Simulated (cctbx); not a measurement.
# X-rays or neutrons for the lightest atoms?

Cell a = 3.9190 Å, b = 3.9190 Å, c = 6.3470 Å, α = 90.00°, β = 90.00°, γ = 120.00°; space group P-3m1 (no. 164); content Ge2 Al2 Be1. The heavier atoms are placed; Be is still missing.

Simulated single-crystal data (cctbx): Mo Kα, λ = 0.71073 Å, to d = 0.6 Å, 95 % of the full sphere, strongest reflection 20000 counts, noise from counting, a 2 % proportional error and a noise floor of 8 counts (s.d.); no absorption.

Refinement without Be (map in e/Å³):

```text
Rint 0.021, 188 unique reflections to 0.60 A
cycle     R1     wR2    GooF  max shift (A)
   1  0.2070  0.4242  31.769   0.01844
   2  0.0575  0.1104   8.271   0.00000
final R1 0.0575 wR2 0.1104 GooF 8.271  parameters 4  data/parameter 47.0
atom        x        y        z      Ueq    occ   su(xyz)  su(Uiso or U11)
Ge1    0.33333  0.66667  0.23893   0.0051  1.000  0.00016  0.0003
Al1    0.33333  0.66667  0.63399   0.0060  1.000  0.00049  0.0005
difference map: max 17.15 min -1.07 rms 0.48
Q1    0.0000  0.0000  0.0000    1   17.15  2.72 A from Ge1
Q2    0.3333  0.6667  0.2861    2    2.67  0.30 A from Ge1
Q3    0.0000  0.0000  0.1352    2    1.54  2.36 A from Ge1
Q4    0.3333  0.6667  0.5228    2    1.28  0.71 A from Al1
Q5    0.3333  0.6667  0.0401    2    1.12  1.26 A from Ge1
Q6    0.3333  0.6667  0.7979    2    1.02  1.04 A from Al1
Q7    0.0000  0.0000  0.3694    2    0.93  2.26 A from Al1
Q8    0.1075  0.2150  0.0836    6    0.54  1.82 A from Ge1
```

Simulated single-crystal data (cctbx): neutrons of λ = 1.17 Å, to d = 0.8 Å, 95 % of the full sphere, strongest reflection 5000 counts, noise from counting, a 2 % proportional error and a noise floor of 8 counts (s.d.); no absorption.

Refinement without Be (map in fm/Å³; only maxima are listed):

```text
Rint 0.027, 86 unique reflections to 0.81 A
cycle     R1     wR2    GooF  max shift (A)
   1  0.5939  0.8607  51.494   0.07782
   8  0.5181  0.8016  47.962   0.00020
final R1 0.5069 wR2 0.7953 GooF 47.584  parameters 4  data/parameter 21.5
atom        x        y        z      Ueq    occ   su(xyz)  su(Uiso or U11)
Ge1    0.33333  0.66667  0.27912   0.0001  1.000  0.00631  0.0093
Al1    0.33333  0.66667  0.65149   0.0007  1.000  0.01125  0.0146
difference map: max 55.39 min -23.67 rms 4.26
Q1    0.0000  0.0000  0.0000    1   55.39  2.87 A from Ge1
Q2    0.3333  0.6667  0.2448    2   43.47  0.22 A from Ge1
Q3    0.3333  0.6667  0.5119    2   22.26  0.89 A from Al1
Q4    0.3333  0.6667  0.6330    2   11.76  0.12 A from Al1
Q5    0.0000  0.0000  0.2932    2   11.69  2.26 A from Ge1
Q6    0.0000  0.0000  0.5000    1    7.52  2.46 A from Al1
Q7    0.1069  0.5534  0.9571    6    5.51  2.09 A from Al1
Q8    0.1130  0.5565  0.3729    6    4.84  0.96 A from Ge1
```

**Question.** Where is Be, and which data fix it better?

Be sits at (0, 0, 0). Adding it takes R1 from 0.058 to 0.008 with X-rays and from 0.507 to 0.009 with neutrons. Symmetry fixes its coordinates; the s.u. of its U is 0.0004 Å² with X-rays and 0.0002 Å² with neutrons. In the X-ray map Q1 marks it. In the neutron map Q1 marks it.

Final neutron refinement:

```text
Rint 0.027, 86 unique reflections to 0.81 A
cycle     R1     wR2    GooF  max shift (A)
   1  0.1042  0.2227  13.404   0.02781
   2  0.0093  0.0182   1.096   0.00000
final R1 0.0093 wR2 0.0182 GooF 1.096  parameters 5  data/parameter 17.2
atom        x        y        z      Ueq    occ   su(xyz)  su(Uiso or U11)
Ge1    0.33333  0.66667  0.23899   0.0054  1.000  0.00005  0.0001
Al1    0.33333  0.66667  0.63458   0.0060  1.000  0.00014  0.0002
Be1    0.00000  0.00000  0.00000   0.0083  1.000  0.00000  0.0002
difference map: max 0.33 min -0.13 rms 0.04
Q1    0.0000  0.0000  0.0853    2    0.33  0.54 A from Be1
Q2    0.0000  0.0000  0.5000    1    0.19  2.42 A from Al1
Q3    0.3333  0.6667  0.3169    2    0.12  0.49 A from Ge1
Q4    0.2501  0.5001  0.0158    6    0.11  1.53 A from Ge1
Q5    0.2743  0.5485  0.1600    6    0.11  0.64 A from Ge1
Q6    0.1002  0.5501  0.5571    6    0.10  0.93 A from Al1
```

This is a model crystal, built by substitution and not relaxed, with assumed displacement parameters.

[Middle refinement cycles are left out of these outputs.]

[Logs are printed without paths, hosts, clocks, repeated set-up lines and the standing remarks that a program may print on its own settings, such as how far it seeks lower states.]
